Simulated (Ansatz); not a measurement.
**Straining LiPS3 (C2/m): density functionals against G0W0**

Aim: how the gap of LiPS3 (C2/m) follows strain, by a semilocal functional, a hybrid and G0W0.

Main program and level: Ansatz 0.2.0; a semilocal functional, HSE06 and G0W0, plane waves, PAW.

This is a report of a sequence of runs, with most program output left out.

### Step 1. Starting point

Symmetry: C2/m, No. 12, monoclinic system. The conventional cell has a = 11.116 Å, b = 7.007 Å, c = 6.525 Å, α = 90.00°, β = 125.57°, γ = 90.00°. Nearest to Li lie 4 S at 2.56 to 2.60 Å. Nearest to P lie 4 S at 1.96 to 2.14 Å. S has 2 P at 2.14 Å nearest. Nearest to S lie 1 P at 1.98 Å and 2 Li at 2.60 Å. Nearest to S lie 1 P at 1.96 Å and 2 Li at 2.56 Å. Farther neighbours and most contacts between anions are not listed.

The start is a cell from the Crystallography Open Database.

### Step 2. Unstrained: relaxing the ions

A relaxation at this level of theory: leftover forces would pass straight into the levels.

This step: DFT, PBE, plane waves, PAW; PAW set soft_1.

input.yaml

```yaml
crystal:
  lattice:
    - [5.5578, -3.5035, 0.0]
    - [5.5578, 3.5035, 0.0]
    - [-3.7957895619, 0.0, 5.3074392707]
  atoms:
    - { symbol: Li, position: [0.7593, 0.2407, 0.0] }
    - { symbol: Li, position: [0.2407, 0.7593, 0.0] }
    - { symbol: P, position: [0.1539, 0.1539, 0.5806] }
    - { symbol: P, position: [0.8461, 0.8461, 0.4194] }
    - { symbol: S, position: [0.2212, 0.7788, 0.5] }
    - { symbol: S, position: [0.7788, 0.2212, 0.5] }
    - { symbol: S, position: [0.1978, 0.1978, 0.3261] }
    - { symbol: S, position: [0.8022, 0.8022, 0.6739] }
    - { symbol: S, position: [0.3192, 0.3192, 0.9385] }
    - { symbol: S, position: [0.6808, 0.6808, 0.0615] }
kpoints:
  mp_grid: { grid: [4, 4, 4] }
hamiltonian:
  xc: pbe
  pseudopotentials: { kind: paw, azcp: { folder: soft_1 } }
scf:
  occupations: { method: fermi_dirac, width: 0.02 }
relax:
  f_tol: 0.02
  max_steps: 60
```

Started as:

```bash
> ansatz run input.yaml --threads 2 --pin off --max-ram 92160MiB --backend cuda --events-out ev --progress --plain --runs-dir out --devices 1 --max-vram 13GiB
```

The job ended after 13 s (1 × NVIDIA H100 80GB HBM3 (shared by 6 runs) with 2 threads of AMD EPYC 7R13 (Zen 3), shared host; peak memory 0.95 GiB; 12 s of CPU time).

Step by step:

| step | energy less that of the first step (eV) | largest force component (eV/Å) |
| --- | --- | --- |
| 1 | 0.0000 | 0.7234 |
| 2 | -0.0511 | 0.0799 |
| 3 | -0.0514 | 0.0598 |
| 4 | -0.0518 | 0.0385 |
| 5 | -0.0520 | 0.0076 |
| 6 | -0.0520 | 0.0077 |

Forces are held to the 4 operations that the run works with; a distortion that breaks them can't arise in this run.

The atoms that moved most (Å):

| atom | dx | dy | dz | length |
| --- | --- | --- | --- | --- |
| S7 | 0.020 | 0.000 | -0.039 | 0.044 |
| S8 | -0.020 | 0.000 | 0.039 | 0.044 |
| S10 | -0.031 | 0.000 | -0.012 | 0.033 |
| S9 | 0.031 | 0.000 | 0.012 | 0.033 |
| S5 | 0.000 | -0.020 | 0.000 | 0.020 |
| S6 | 0.000 | 0.020 | 0.000 | 0.020 |
| P3 | 0.006 | 0.000 | -0.014 | 0.015 |
| P4 | -0.006 | 0.000 | 0.014 | 0.015 |

### Step 3. Unstrained: relaxing the ions

input.yaml

```yaml
crystal:
  lattice:
    - [5.5578, -3.5035, 0.0]
    - [5.5578, 3.5035, 0.0]
    - [-3.7957895619, 0.0, 5.3074392707]
  atoms:
    - { symbol: Li, position: [0.7591184309, 0.2408815691, 0.0] }
    - { symbol: Li, position: [0.2408815691, 0.7591184309, 0.0] }
    - { symbol: P, position: [0.1535229576, 0.1535229576, 0.5780140654] }
    - { symbol: P, position: [0.8464770424, 0.8464770424, 0.4219859346] }
    - { symbol: S, position: [0.2240344925, 0.7759655075, 0.5] }
    - { symbol: S, position: [0.7759655075, 0.2240344925, 0.5] }
    - { symbol: S, position: [0.197106774, 0.197106774, 0.3187113102] }
    - { symbol: S, position: [0.802893226, 0.802893226, 0.6812886898] }
    - { symbol: S, position: [0.3227742362, 0.3227742362, 0.940813349] }
    - { symbol: S, position: [0.6772257638, 0.6772257638, 0.059186651] }
kpoints:
  mp_grid: { grid: [4, 4, 4] }
hamiltonian:
  xc: pbe
  pseudopotentials: { kind: paw, azcp: { folder: soft_1 } }
scf:
  occupations: { method: fermi_dirac, width: 0.02 }
relax:
  f_tol: 0.01
```

Wall time 5.5 s (1 × NVIDIA H100 80GB HBM3 (shared by 6 runs) with 2 threads); peak memory 0.93 GiB; 5.3 s of CPU time.

No atom moved by 0.005 Å in the relaxation.

### Step 4. Unstrained: PBE

Edit input.yaml of step 3 so:

```diff
@@ -18,2 +18,14 @@
   mp_grid: { grid: [4, 4, 4] }
+  band_path:
+    path:
+      - [0.0, 0.0, 0.0]
+      - [-0.400156, 0.400156, 0.0]
+      - [-0.599844, -0.400156, 0.0]
+      - [-0.5, -0.5, 0.0]
+      - [-0.5, -0.5, 0.5]
+      - [-0.74864416, -0.25135584, 0.5]
+      - [-0.25135584, 0.25135584, 0.5]
+      - [0.0, 0.0, 0.5]
+      - [-0.1, -0.1, 0.0]
+    npoints: 1
 hamiltonian:
@@ -23,3 +35,10 @@
   occupations: { method: fermi_dirac, width: 0.02 }
-relax:
-  f_tol: 0.01
+  n_extra_bands: 7
+output:
+  eigenvalues: true
+  forces: true
+  stress: true
+  write_density: true
+  write_potential: true
+  elf: true
+  volumetric_format: npy
```

Elapsed: 8.4 s, on 1 × NVIDIA H100 80GB HBM3 (shared by 6 runs) with 2 threads; peak memory 1 GiB; 8.8 s of CPU time.

Numbers from this step:

| Property | Result |
| --- | --- |
| pressure | 1.074 GPa |
| gap | 1.729 eV |
| valence top at | Γ |
| conduction bottom at | A |
| least direct gap | 2.096 eV |

The gap is indirect, with the least direct gap 0.37 eV higher.

### Step 5. Unstrained: G0W0

Now the one-shot GW correction: screening in the RPA, then the self-energy of the levels asked for. This step takes PAW set soft_1 files.

This step: G0W0 on PBE, plane waves, PAW; PAW set soft_1.

input.yaml, the sections that differ from step 4:

```yaml
kpoints:
  mp_grid: { grid: [2, 2, 2] }
scf:
  occupations: { method: fixed }
gw:
  n_empty_bands: 777
  ecut_chi: 140
  qp_bands: [v3, c3]
  qp_kpoints: band_edges
  screening: { model: contour_deformation }
# crystal, hamiltonian: as in step 4
# output: removed
```

Run time: 17 s. Hardware: 1 × NVIDIA H100 80GB HBM3 (shared by 6 runs) with 2 threads; peak memory 2 GiB.

This step gave:

```yaml
bands_summed: 803
rpa_eps_infinity_on_this_mesh_eigenvalues: 4.588, 4.884, 6.318
plane_waves_in_the_screening_matrix: 793
q_points_in_the_mesh: 8
g0w0_gap_on_the_mesh: 3.146 eV
k_of_the_valence_top: 0, 0, 0
k_of_the_conduction_bottom: 0, 0, -0.5
starting_gap_on_the_mesh: 1.723 eV
z_at_the_valence_top: 0.7428
z_at_the_conduction_bottom: 0.7556
least_direct_g0w0_gap_on_the_computed_points: 3.509 eV
```

The gap on the mesh goes from 1.72 eV to 3.15 eV, a correction of +1.42 eV. Between the two edge states, bare exchange in place of the xc potential would open the gap by 7.70 eV, and correlation takes back 6.28 eV.

### Step 6. Unstrained: HSE06

HSE06 mixes in a quarter of exact exchange at short range. Exchange couples all pairs of k points, which makes a full band path dear, so levels are read on the mesh and at chosen points.

This step: DFT, HSE06, plane waves, PAW; PAW set soft_1.

Edit input.yaml of step 5 so:

```diff
@@ -17,5 +17,17 @@
 kpoints:
-  mp_grid: { grid: [2, 2, 2] }
+  mp_grid: { grid: [2, 2, 4] }
+  band_path:
+    path:
+      - [0.0, 0.0, 0.0]
+      - [-0.400156, 0.400156, 0.0]
+      - [-0.599844, -0.400156, 0.0]
+      - [-0.5, -0.5, 0.0]
+      - [-0.5, -0.5, 0.5]
+      - [-0.74864416, -0.25135584, 0.5]
+      - [-0.25135584, 0.25135584, 0.5]
+      - [0.0, 0.0, 0.5]
+      - [-0.1, -0.1, 0.0]
+    npoints: 1
 hamiltonian:
-  xc: pbe
+  xc: hse06
   pseudopotentials: { kind: paw, azcp: { folder: soft_1 } }
@@ -23,7 +35,8 @@
   occupations: { method: fixed }
-gw:
-  n_empty_bands: 777
-  ecut_chi: 140
-  qp_bands: [v3, c3]
-  qp_kpoints: band_edges
-  screening: { model: contour_deformation }
+  n_extra_bands: 7
+output:
+  eigenvalues: true
+  write_density: true
+  write_potential: true
+  elf: true
+  volumetric_format: npy
```

It took 31 s on 1 × NVIDIA H100 80GB HBM3 (shared by 6 runs) with 2 threads; peak memory 1.1 GiB; 41 s of CPU time.

This step gave:

```
gap                  : 2.788 eV
valence top at       : Γ
conduction bottom at : A
least direct gap     : 3.157 eV
```

The gap stands +1.06 eV against PBE.

### Step 7. Hydrostatic -3.0 %: relaxing the ions

This step: DFT, PBE, plane waves, PAW; PAW set soft_1.

The cell differs from the one that the last finished run ended in (a 6.570 → 6.373 Å, b 6.570 → 6.373 Å, c 6.525 → 6.329 Å).

input.yaml

```yaml
crystal:
  lattice:
    - [5.391066, -3.398395, 0.0]
    - [5.391066, 3.398395, 0.0]
    - [-3.681915875, 0.0, 5.1482160926]
  atoms:
    - { symbol: Li, position: [0.7591184309, 0.2408815691, 0.0] }
    - { symbol: Li, position: [0.2408815691, 0.7591184309, 0.0] }
    - { symbol: P, position: [0.1535229576, 0.1535229576, 0.5780140654] }
    - { symbol: P, position: [0.8464770424, 0.8464770424, 0.4219859346] }
    - { symbol: S, position: [0.2240344925, 0.7759655075, 0.5] }
    - { symbol: S, position: [0.7759655075, 0.2240344925, 0.5] }
    - { symbol: S, position: [0.197106774, 0.197106774, 0.3187113102] }
    - { symbol: S, position: [0.802893226, 0.802893226, 0.6812886898] }
    - { symbol: S, position: [0.3227742362, 0.3227742362, 0.940813349] }
    - { symbol: S, position: [0.6772257638, 0.6772257638, 0.059186651] }
kpoints:
  mp_grid: { grid: [4, 4, 4] }
hamiltonian:
  xc: pbe
  pseudopotentials: { kind: paw, azcp: { folder: soft_1 } }
scf:
  occupations: { method: fermi_dirac, width: 0.02 }
relax:
  f_tol: 0.01
```

Wall time 8.1 s (1 × NVIDIA H100 80GB HBM3 (shared by 6 runs) with 2 threads); peak memory 0.95 GiB; 6.1 s of CPU time.

The steps of the relaxation:

| step | energy less that of the first step (eV) | largest force component (eV/Å) |
| --- | --- | --- |
| 1 | 0.0000 | 1.3994 |
| 2 | -0.2451 | 0.2098 |
| 3 | -0.2487 | 0.0929 |
| 4 | -0.2501 | 0.0145 |
| 5 | -0.2501 | 0.0028 |

The run keeps the 4 symmetry operations that it works with, so distortions that break them were not tested.

The atoms that moved most (Å):

| atom | dx | dy | dz | length |
| --- | --- | --- | --- | --- |
| S9 | -0.019 | 0.000 | 0.093 | 0.095 |
| S10 | 0.019 | 0.000 | -0.093 | 0.095 |
| S7 | 0.082 | 0.000 | 0.010 | 0.082 |
| S8 | -0.082 | 0.000 | -0.010 | 0.082 |
| S5 | 0.000 | -0.047 | 0.000 | 0.047 |
| S6 | 0.000 | 0.047 | 0.000 | 0.047 |
| P4 | -0.017 | 0.000 | -0.032 | 0.037 |
| P3 | 0.017 | 0.000 | 0.032 | 0.037 |

Final coordinates:

```cif
data_structure
_symmetry_space_group_name_H-M 'P 1'
_symmetry_Int_Tables_number 1
_cell_length_a 6.3728
_cell_length_b 6.3728
_cell_length_c 6.3293
_cell_angle_alpha 119.479
_cell_angle_beta 119.479
_cell_angle_gamma 64.453
_cell_volume 188.64
loop_
_atom_site_label
_atom_site_type_symbol
_atom_site_fract_x
_atom_site_fract_y
_atom_site_fract_z
_atom_site_occupancy
Li1 Li 0.76163 0.23837 0.00000 1
Li2 Li 0.23837 0.76163 0.00000 1
P3 P 0.15725 0.15725 0.58429 1
P4 P 0.84275 0.84275 0.41571 1
S5 S 0.23090 0.76910 0.50000 1
S6 S 0.76910 0.23090 0.50000 1
S7 S 0.20538 0.20538 0.32075 1
S8 S 0.79462 0.79462 0.67925 1
S9 S 0.32723 0.32723 0.95889 1
S10 S 0.67277 0.67277 0.04111 1
```

### Step 8. Hydrostatic -3.0 %: PBE

input.yaml

```yaml
crystal:
  lattice:
    - [5.391066, -3.398395, 0.0]
    - [5.391066, 3.398395, 0.0]
    - [-3.681915875, 0.0, 5.1482160926]
  atoms:
    - { symbol: Li, position: [0.7616267722, 0.2383732278, 0.0] }
    - { symbol: Li, position: [0.2383732278, 0.7616267722, 0.0] }
    - { symbol: P, position: [0.1572547007, 0.1572547007, 0.5842912633] }
    - { symbol: P, position: [0.8427452993, 0.8427452993, 0.4157087367] }
    - { symbol: S, position: [0.2308999754, 0.7691000246, 0.5] }
    - { symbol: S, position: [0.7691000246, 0.2308999754, 0.5] }
    - { symbol: S, position: [0.2053790632, 0.2053790632, 0.3207477991] }
    - { symbol: S, position: [0.7946209368, 0.7946209368, 0.6792522009] }
    - { symbol: S, position: [0.3272293085, 0.3272293085, 0.9588917328] }
    - { symbol: S, position: [0.6727706915, 0.6727706915, 0.0411082672] }
kpoints:
  mp_grid: { grid: [4, 4, 4] }
  band_path:
    path:
      - [0.0, 0.0, 0.0]
      - [-0.400156, 0.400156, 0.0]
      - [-0.599844, -0.400156, 0.0]
      - [-0.5, -0.5, 0.0]
      - [-0.5, -0.5, 0.5]
      - [-0.74864416, -0.25135584, 0.5]
      - [-0.25135584, 0.25135584, 0.5]
      - [0.0, 0.0, 0.5]
      - [-0.1, -0.1, 0.0]
    npoints: 1
hamiltonian:
  xc: pbe
  pseudopotentials: { kind: paw, azcp: { folder: soft_1 } }
scf:
  occupations: { method: fermi_dirac, width: 0.02 }
  n_extra_bands: 7
output:
  eigenvalues: true
  forces: true
  stress: true
```

It took 8.8 s on 1 × NVIDIA H100 80GB HBM3 (shared by 6 runs) with 2 threads; peak memory 0.92 GiB; 8.5 s of CPU time.

This step gave:

- pressure: 3.811 GPa
- gap: 1.709 eV
- valence top at: Γ
- conduction bottom at: A
- least direct gap: 2.130 eV

The gap is indirect, with the least direct gap 0.42 eV higher.

### Step 9. Hydrostatic -3.0 %: G0W0

This step: G0W0 on PBE, plane waves, PAW; PAW set soft_1.

input.yaml, the sections that differ from step 8:

```yaml
kpoints:
  mp_grid: { grid: [2, 2, 2] }
scf:
  occupations: { method: fixed }
gw:
  n_empty_bands: 777
  ecut_chi: 140
  qp_bands: [v3, c3]
  qp_kpoints: band_edges
  screening: { model: contour_deformation }
# crystal, hamiltonian: as in step 8
# output: removed
```

Elapsed: 16 s, on 1 × NVIDIA H100 80GB HBM3 (shared by 6 runs) with 2 threads; peak memory 1.8 GiB.

This step gave:

- bands summed: 803
- RPA ε∞ on this mesh (eigenvalues): 5.514, 5.722, 7.492
- plane waves in the screening matrix: 703
- G0W0 gap on the mesh: 2.977 eV
- k of the valence top: 0, 0, 0
- k of the conduction bottom: 0, 0, -0.5
- starting gap on the mesh: 1.699 eV
- least direct G0W0 gap on the computed points: 3.410 eV

The gap on the mesh goes from 1.70 eV to 2.98 eV, a correction of +1.28 eV. Between the two edge states, bare exchange in place of the xc potential would open the gap by 7.65 eV, and correlation takes back 6.37 eV.

### Step 10. Hydrostatic -3.0 %: HSE06

This step: DFT, HSE06, plane waves, PAW; PAW set soft_1.

Edit input.yaml of step 9 so:

```diff
@@ -17,5 +17,17 @@
 kpoints:
-  mp_grid: { grid: [2, 2, 2] }
+  mp_grid: { grid: [2, 2, 4] }
+  band_path:
+    path:
+      - [0.0, 0.0, 0.0]
+      - [-0.400156, 0.400156, 0.0]
+      - [-0.599844, -0.400156, 0.0]
+      - [-0.5, -0.5, 0.0]
+      - [-0.5, -0.5, 0.5]
+      - [-0.74864416, -0.25135584, 0.5]
+      - [-0.25135584, 0.25135584, 0.5]
+      - [0.0, 0.0, 0.5]
+      - [-0.1, -0.1, 0.0]
+    npoints: 1
 hamiltonian:
-  xc: pbe
+  xc: hse06
   pseudopotentials: { kind: paw, azcp: { folder: soft_1 } }
@@ -23,7 +35,4 @@
   occupations: { method: fixed }
-gw:
-  n_empty_bands: 777
-  ecut_chi: 140
-  qp_bands: [v3, c3]
-  qp_kpoints: band_edges
-  screening: { model: contour_deformation }
+  n_extra_bands: 7
+output:
+  eigenvalues: true
```

Wall time 23 s (1 × NVIDIA H100 80GB HBM3 (shared by 6 runs) with 2 threads); peak memory 1.1 GiB.

This step gave:

* gap: 2.746 eV
* valence top at: Γ
* conduction bottom at: A
* least direct gap: 3.162 eV

The gap stands +1.04 eV against PBE.

### Step 11. Hydrostatic +1.0 %: relaxing the ions

This step: DFT, PBE, plane waves, PAW; PAW set soft_1.

The cell differs from the one that the last finished run ended in (a 6.373 → 6.636 Å, b 6.373 → 6.636 Å, c 6.329 → 6.590 Å).

input.yaml

```yaml
crystal:
  lattice:
    - [5.613378, -3.538535, 0.0]
    - [5.613378, 3.538535, 0.0]
    - [-3.8337474575, 0.0, 5.3605136634]
  atoms:
    - { symbol: Li, position: [0.7591184309, 0.2408815691, 0.0] }
    - { symbol: Li, position: [0.2408815691, 0.7591184309, 0.0] }
    - { symbol: P, position: [0.1535229576, 0.1535229576, 0.5780140654] }
    - { symbol: P, position: [0.8464770424, 0.8464770424, 0.4219859346] }
    - { symbol: S, position: [0.2240344925, 0.7759655075, 0.5] }
    - { symbol: S, position: [0.7759655075, 0.2240344925, 0.5] }
    - { symbol: S, position: [0.197106774, 0.197106774, 0.3187113102] }
    - { symbol: S, position: [0.802893226, 0.802893226, 0.6812886898] }
    - { symbol: S, position: [0.3227742362, 0.3227742362, 0.940813349] }
    - { symbol: S, position: [0.6772257638, 0.6772257638, 0.059186651] }
kpoints:
  mp_grid: { grid: [4, 4, 4] }
hamiltonian:
  xc: pbe
  pseudopotentials: { kind: paw, azcp: { folder: soft_1 } }
scf:
  occupations: { method: fermi_dirac, width: 0.02 }
relax:
  f_tol: 0.01
```

Run time: 6.6 s. Hardware: 1 × NVIDIA H100 80GB HBM3 (shared by 6 runs) with 2 threads; peak memory 0.95 GiB; 6.7 s of CPU time.

Relaxation path:

| step | energy less that of the first step (eV) | largest force component (eV/Å) |
| --- | --- | --- |
| 1 | 0.0000 | 0.3809 |
| 2 | -0.0241 | 0.1017 |
| 3 | -0.0251 | 0.0337 |
| 4 | -0.0253 | 0.0080 |

Forces are held to the 4 operations that the run works with; a distortion that breaks them can't arise in this run.

The atoms that moved most (Å):

| atom | dx | dy | dz | length |
| --- | --- | --- | --- | --- |
| S10 | -0.010 | 0.000 | 0.035 | 0.036 |
| S9 | 0.010 | 0.000 | -0.035 | 0.036 |
| S8 | 0.031 | 0.000 | 0.008 | 0.032 |
| S7 | -0.031 | 0.000 | -0.008 | 0.032 |
| S5 | 0.000 | 0.017 | 0.000 | 0.017 |
| S6 | 0.000 | -0.017 | 0.000 | 0.017 |
| P3 | -0.006 | 0.000 | -0.013 | 0.014 |
| P4 | 0.006 | 0.000 | 0.013 | 0.014 |

### Step 12. Hydrostatic +1.0 %: PBE

input.yaml

```yaml
crystal:
  lattice:
    - [5.613378, -3.538535, 0.0]
    - [5.613378, 3.538535, 0.0]
    - [-3.8337474575, 0.0, 5.3605136634]
  atoms:
    - { symbol: Li, position: [0.758452996, 0.241547004, 0.0] }
    - { symbol: Li, position: [0.241547004, 0.758452996, 0.0] }
    - { symbol: P, position: [0.1521445617, 0.1521445617, 0.5756000867] }
    - { symbol: P, position: [0.8478554383, 0.8478554383, 0.4243999133] }
    - { symbol: S, position: [0.2216896845, 0.7783103155, 0.5] }
    - { symbol: S, position: [0.7783103155, 0.2216896845, 0.5] }
    - { symbol: S, position: [0.1938198191, 0.1938198191, 0.3171632839] }
    - { symbol: S, position: [0.8061801809, 0.8061801809, 0.6828367161] }
    - { symbol: S, position: [0.321420614, 0.321420614, 0.9343027651] }
    - { symbol: S, position: [0.678579386, 0.678579386, 0.0656972349] }
kpoints:
  mp_grid: { grid: [4, 4, 4] }
  band_path:
    path:
      - [0.0, 0.0, 0.0]
      - [-0.400156, 0.400156, 0.0]
      - [-0.599844, -0.400156, 0.0]
      - [-0.5, -0.5, 0.0]
      - [-0.5, -0.5, 0.5]
      - [-0.74864416, -0.25135584, 0.5]
      - [-0.25135584, 0.25135584, 0.5]
      - [0.0, 0.0, 0.5]
      - [-0.1, -0.1, 0.0]
    npoints: 1
hamiltonian:
  xc: pbe
  pseudopotentials: { kind: paw, azcp: { folder: soft_1 } }
scf:
  occupations: { method: fermi_dirac, width: 0.02 }
  n_extra_bands: 7
output:
  eigenvalues: true
  forces: true
  stress: true
```

Wall time 9.4 s (1 × NVIDIA H100 80GB HBM3 (shared by 6 runs) with 2 threads); peak memory 0.93 GiB; 9.5 s of CPU time.

Numbers from this step:

```
pressure             : 0.4757 GPa
gap                  : 1.741 eV
valence top at       : Γ
conduction bottom at : A
least direct gap     : 2.090 eV
```

The gap is indirect, with the least direct gap 0.35 eV higher.

(Continued in part 2 of 3.)

[Paths, hosts, dates, memory and timing lines, banners, echoed tables and standing remarks are left out of the program output.]

[Logs are printed without paths, hosts, clocks, repeated set-up lines and the standing remarks that a program may print on its own settings, such as how far it seeks lower states.]

[Runs of the session that timed out or met a known fault of the program may be left out.]

[Cells called generated may have been cut or substituted from an entry of the Crystallography Open Database or the Materials Project.]

[Hosts, paths, dates, database ids (printed as entryN), source tags and the programs' standing remarks are cut or masked in the printed files.]
